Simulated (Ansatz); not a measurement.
# Lattice dynamics of Tl (P6_3/mmc, 2 atoms in the cell), part 2 of 2

Wanted: phonon frequencies of Tl (P6_3/mmc, 2 atoms in the cell) and what follows from them.

Ansatz 0.2.0; DFT PBEsol, scalar-relativistic, plane waves, PseudoDojo norm-conserving pseudopotentials.

So far. Step 3 (Relaxing to small forces for the phonons): The forces vanish by symmetry and the pressure is -0.002 GPa, within the tolerances set. The cell now holds 28.72 Å³/atom. The relaxed cell has a = 3.483, c = 5.469 Å (conventional setting).

## (4) Phonons on a q mesh

The mesh has a single point along some directions, so zone-edge points there are not solved. Linear response on a 3×3×1 q mesh gives force constants as far as a supercell of that size would.

File input.yaml:

```yaml
crystal:
  lattice:
    - [3.4826222414, 0.0, 0.0]
    - [-1.7413111207, 3.0160393329, 0.0]
    - [0.0, 0.0, 5.469433536]
  atoms:
    - { symbol: Tl, position: [0.3333333333, 0.6666666667, 0.25] }
    - { symbol: Tl, position: [0.6666666667, 0.3333333333, 0.75] }
kpoints:
  mp_grid: { grid: [12, 12, 6] }
hamiltonian:
  xc: pbesol
  pseudopotentials: { kind: nc, accuracy: standard }
scf:
  occupations: { method: methfessel_paxton, width: 0.15 }
output:
  eigenvalues: true
phonons:
  method: dfpt
  qmesh: [3, 3, 1]
  temperatures: { t_max: 1000, t_step: 50 }
  qpath:
    path:
      - [[0.0, 0.0, 0.0], [0.5, 0.0, 0.0], [0.33333333, 0.33333333, 0.0], [0.0, 0.0, 0.0], [0.0, 0.0, 0.5], [0.5, 0.0, 0.5], [0.33333333, 0.33333333, 0.5], [0.0, 0.0, 0.5]]
      - [[0.5, 0.0, 0.5], [0.5, 0.0, 0.0]]
      - [[0.33333333, 0.33333333, 0.5], [0.33333333, 0.33333333, 0.0]]
    npoints: 10
```

Launch:

```bash
> ansatz run input.yaml --threads 8 --pin off --max-ram 14336MiB --backend cpu --events-out ev --progress --plain --runs-dir out
```

Numbers of over 12 decimals in the logs are rounded to 6 here.

The log of the run:

```text
[...]
Crystal: 2 atoms, lattice volume = 57.449 Å³
Basis set: ecut = 843.552974 eV, 3223 PW (Γ), exchange–correlation on 72×72×108 points (8 copies of the dense FFT grid, shifted against one another)
Bands: 17, of which v1, the nominal top of the filled ones, is band 13 counted from 1 (12 counted from 0)
Symmetry: 24 space group operations
k-points: 76 of 864
[...]
SCF iter   1: F=—  HF=-3302.988509 eV  |F-HF|=—  |Δ(HF+E_count)|=         —  Δρ=1.45e-2  dr2=1.75e-1  ethr=3.10e-3  ⟨swp⟩=5.9  Hψ=6170  notcnv=0
[...]
SCF iter   9: F=-3302.921942 eV  HF=-3302.921942 eV  |F-HF|=4.55e-13  |Δ(HF+E_count)|=  6.32e-11  S|Δr|=    0.00e0  Δρ=1.18e-7  dr2=7.53e-12  ethr=1.00e-12  ⟨swp⟩=6.5  Hψ=8190  notcnv=0
SCF 1 converged in 9 iterations: F = -3302.921942 eV  dr2 = 7.53e-12
NSCF: frozen V_eff on 76 k-points
[...]
DFPT response loops at q = (0, 0, 0) (fractional): preconditioner auto → Kerker (q_TF=auto, 2.391 Å⁻¹) (partly filled bands, converged f_vac=0.000); β = 1.00, the filter's whole step (`scf.mixing.beta` (0.50) is not read by the response loops under this deck's `scf.mixing.preconditioner`; to damp them name `kerker` or `kerker_dos`, under which they read `scf.mixing.beta`, and type it under 1.00, their step now; both keys bind the ground state too); Broyden in place of MSR1
[...]
SCF converged after 9 iterations
[...]
Free energy (F): -3302.921942 eV
[...]
Internal energy: -3302.922609 eV  (E = F + TS)
E sigma→0 (E₀):  -3302.922109 eV
Entropy (-TS):   0.000667 eV (0.334 meV/atom)
Fermi energy:    10.501754 eV
[...]
--- Band table (eV; the first three rows and the last of 76) ---
  k-point 0: bands = [... 9 lower, -0.4960, 0.5159, 5.6045, 7.7669, 18.2873, 18.2873, 20.3799, 20.3799]
  k-point 1: bands = [... 9 lower, -0.5057, 0.6708, 4.5489, 9.1299, 18.4141, 18.4141, 19.9971, 20.2443]
  k-point 2: bands = [... 9 lower, -0.5404, 1.1533, 3.1359, 11.4614, 17.0382, 18.7747, 18.7747, 19.8497]
  k-point 75: bands = [... 9 lower, -0.4884, 6.4115, 6.4115, 9.5772, 9.5772, 10.7370, 10.7370, 18.3744]
--- Phonons (Γ-DFPT): 2 representative perturbations + reference (Σ response iterations 4) ---
  ASR residual: 1.135e-4 → 0.000e0 eV/Å²; symmetrization residual: 8.571e-14 eV/Å²
  ASR residual per site (eV/Å²): 1.14e-4 1.14e-4
  Γ frequencies (cm⁻¹): 0.00 0.00 0.00 31.15 31.15 91.78
--- Phonons (arbitrary-q DFPT): 3 irreducible q on the 3×3×1 mesh ---
  q = [0.0000, 0.0000, 0.0000] (star 1, of the zone-centre solve; hermiticity 5.39e-14, symmetrization 2.72e-14): -0.00 -0.00 0.00 31.15 31.15 91.78
  q = [0.0000, 0.3333, 0.0000] (star 6, 3 solved perturbations on 312 of 864 k-point pairs; hermiticity 6.35e-7, symmetrization 1.59e-13, the responses' own estimated error 5.5e-4 eV/Å²): 17.85 31.16 44.34 56.66 64.34 72.38
  q = [0.3333, 0.3333, 0.0000] (star 2, 2 solved perturbations in 436 linear systems a pass and spin channel, the states on 312 of 864 k-point pairs; hermiticity 7.60e-7, symmetrization 7.60e-7, the responses' own estimated error 5.8e-4 eV/Å²): 47.93 50.60 50.60 61.77 61.77 67.35
  sum rule: each row above includes the acoustic sum rule's correction from the zone centre's row sums; it moved no ω² by more than (0.39 cm⁻¹)²
  mesh force constants: q→R imaginary residual 1.27e-16; ASR residual 1.135e-4 → 0.000e0 eV/Å²; symmetrization residual 2.665e-15 eV/Å²
  interpolated dispersion: 93 rows × 6 modes
  density of states and harmonic sums: on the 21×21×11 q-mesh, interpolated from the force constants of a 3×3×1 supercell (no non-analytic term)
  largest difference from the sums on the solved wave vectors: F 7.57e-2 eV, S 1.04e-4 and C_V 2.87e-5 eV/K
  zero-point energy: 0.018332 eV/cell   skipped modes (ω ≤ 0): 3   left out of the sums: 1.03e-4 of the cell's modes: C_V's classical limit lies that fraction below 3 k_B per atom; for a crystal, a wire or a layer, F and S can be off by more, and a phonons.interpolated_qmesh denser along its periods is the remedy for the sampling
```

The job ended after 86 s (8 threads of AMD EPYC 7R43, shared host; peak memory 2 GiB; 6.3 min of CPU time).

In the SCF lines HF is the Harris–Foulkes energy and dr2 the Hartree energy of the density residual, in eV; the loop may stop once dr2 is under the threshold and the program's other checks hold. Hψ counts applications of the Hamiltonian.

Numbers from this step:

```yaml
sum_rule_residual_before_enforcement: 1.14e-4 eV/Å²
point_group: 6/mmm
highest_optical_mode_at_the_zone_centre_no_lo_to_term: 91.78 cm⁻¹
lowest_optical_zone_centre_mode: 31.15 cm⁻¹
lowest_mode_on_the_q_mesh_acoustic_modes_at_gamma_apart: 17.85 cm⁻¹
highest_frequency_at_a_solved_wavevector_no_lo_to_term_at_gamma: 91.78 cm⁻¹
```

Frequencies (cm⁻¹) solved at each irreducible wavevector; negative means imaginary. Frequencies by wavevector, by row:

```tsv
q in reciprocal lattice units	star	mode 1	mode 2	mode 3	mode 4	mode 5	mode 6
0 0 0	1	0	0	0	31.1	31.1	91.8
0 0.3333 0	6	17.9	31.2	44.3	56.7	64.3	72.4
0.3333 0.3333 0	2	47.9	50.6	50.6	61.8	61.8	67.3
```

Symmetry leaves 3 wavevectors to solve. The lowest mode among them, the acoustic zeros apart, lies at q = (0, 0.333, 0) and is real, 17.9 cm⁻¹.

## (5) Another isotope

An isotope changes the mass and not the force constants, so no new electronic calculation is needed; the shifts show which modes move this element.

The same force constants with the mass of Tl changed from 204.380 to 202.972 u (phonopy, no LO-TO term). Both lists are sorted by frequency. Modes under 3 cm⁻¹ are left out. Isotope shifts, by row:

```tsv
q	rank	natural mass (cm⁻¹)	changed mass (cm⁻¹)
0 0 0	4	31.15	31.26
0 0 0	5	31.15	31.26
0 0 0	6	91.78	92.1
0 0.3333 0	1	17.85	17.91
0 0.3333 0	2	31.16	31.27
0 0.3333 0	3	44.34	44.49
0 0.3333 0	4	56.66	56.86
0 0.3333 0	5	64.34	64.56
0 0.3333 0	6	72.38	72.63
0.3333 0.3333 0	1	47.93	48.1
0.3333 0.3333 0	2	50.6	50.77
0.3333 0.3333 0	3	50.6	50.77
0.3333 0.3333 0	4	61.77	61.99
0.3333 0.3333 0	5	61.77	61.99
0.3333 0.3333 0	6	67.35	67.59
```

With one element every mode shifts by +0.35 %.

## (6) What came out

| Quantity | Value |
| --- | --- |
| space group after relaxation (within 0.01 Å) | P6_3/mmc |
| volume per atom | 28.7 Å³ |
| electronic character | no gap on this mesh |
| highest optical mode at the zone centre (no LO-TO term) | 91.8 cm⁻¹ |
| lowest optical zone-centre mode | 31.1 cm⁻¹ |
| lowest mode on the q mesh (acoustic modes at Γ apart) | 17.9 cm⁻¹ |
| imaginary modes on the 3×3×1 q mesh | none |

The structure is a minimum as far as tested: no mode is imaginary at the 3 irreducible wavevectors of the 3×3×1 mesh, and the softest away from the acoustic zeros lies at 18 cm⁻¹. The optical modes at Γ span 31 to 92 cm⁻¹. The q mesh is too sparse to interpolate, so only the solved wavevectors are given. With no gap, or one that is small against the smearing, the frequencies hang on the k mesh and the smearing, most of all near Kohn anomalies. Spin-orbit coupling is left out, which can matter for the heavy elements here. These are harmonic frequencies at zero temperature: anharmonic shifts, linewidths and thermal expansion are left out.

[Logs are printed without paths, hosts, clocks, repeated set-up lines and the standing remarks that a program may print on its own settings, such as how far it seeks lower states.]

[Hosts, paths, dates, database ids (printed as entryN), source tags and the programs' standing remarks are cut or masked in the printed files.]
